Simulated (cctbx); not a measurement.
## Interatomic vectors of CeReC4

Space group Pbam (no. 55), a = 6.2050 Å, b = 12.2370 Å, c = 3.8760 Å, α = 90.00°, β = 90.00°, γ = 90.00°, content Re4 Ce4 C16.

The data are simulated with cctbx, not measured: Mo Kα, λ = 0.71073 Å, to d = 0.84 Å, 80 % of the full sphere, strongest reflection 40000 counts, noise from counting, a 3 % proportional error and a noise floor of 8 counts (s.d.); no absorption, some extinction.

Patterson synthesis, origin scaled to 1000:

```text
Patterson group P m m m
      u       v       w   height  length (A)
  0.000   0.000   0.000   1000.0     0.00
  0.250   0.500   0.000    467.7     6.31
  0.500   0.068   0.000    446.3     3.21
  0.000   0.263   0.000    443.5     3.22
  0.500   0.331   0.000    313.6     5.10
  0.243   0.235   0.000    202.5     3.25
  0.250   0.177   0.000    141.5     2.66
  0.500   0.191   0.000    139.9     3.88
  0.266   0.311   0.000     54.6     4.15
  0.358   0.000   0.000     29.5     2.22
  0.123   0.079   0.000     29.1     1.23
  0.000   0.176   0.500     28.5     2.90
  0.341   0.039   0.500     28.1     2.91
  0.189   0.131   0.500     25.5     2.78
```

**Question.** Which atom pairs make the peaks, and where is the heaviest atom?

A peak at u stands for all pairs with xi − xj = u, with weight Σ ZiZj against Σ Z² = 36532 at the origin. Peak heights follow these weights only roughly, since form factors, motion and series ripples differ, all vectors within 0.55 Å of a peak are counted as merged into it though the farther ones add only part of their weight, and F(000) is left out, which lowers the whole map:

| u | v | w | shortest length (Å) | height | 1000 ΣZiZj/ΣZ² | pairs in the cell |
| --- | --- | --- | --- | --- | --- | --- |
| 0.250 | 0.500 | 0.000 | 6.31 | 468 | 504 | 2 × Re–Re, 2 × Ce–Ce, 12 × C–C |
| 0.500 | 0.068 | 0.000 | 3.21 | 446 | 476 | 4 × Re–Ce |
| 0.000 | 0.263 | 0.000 | 3.22 | 444 | 476 | 4 × Re–Ce |
| 0.500 | 0.331 | 0.000 | 5.10 | 314 | 308 | 2 × Re–Re |
| 0.243 | 0.235 | 0.000 | 3.25 | 202 | 240 | 2 × Re–Ce, 2 × C–C |
| 0.250 | 0.177 | 0.000 | 2.66 | 142 | 154 | 1 × Re–Re |
| 0.500 | 0.191 | 0.000 | 3.88 | 140 | 184 | 2 × Ce–Ce |
| 0.266 | 0.311 | 0.000 | 4.15 | 55 | 92 | 1 × Ce–Ce |

The table stops at ten peaks or at a height of 45, below which ripples compete. In the model behind the data Re, the heaviest element, has 1 independent site: (0.3771, 0.9155, 0), up to an allowed shift of origin; the Re–Re vectors are differences of these positions and their symmetry mates. The whole model:

```csv
atom,mult.,x,y,z,Ueq (Å²)
Re1,4,0.3771,0.9155,0,0.0025
Ce1,4,0.3730,0.6526,0,0.0044
C1,4,0.2856,0.3158,1/2,0.0060
C2,4,0.5155,0.8128,1/2,0.0103
C3,4,0.3650,0.4659,1/2,0.0045
C4,4,0.3952,0.0498,1/2,0.0094
```

The model was made for the exercise: a known structure type with other elements put in, its volume estimated, not relaxed; displacement parameters are assumed.

[Logs are printed without paths, hosts, clocks, repeated set-up lines and the standing remarks that a program may print on its own settings, such as how far it seeks lower states.]
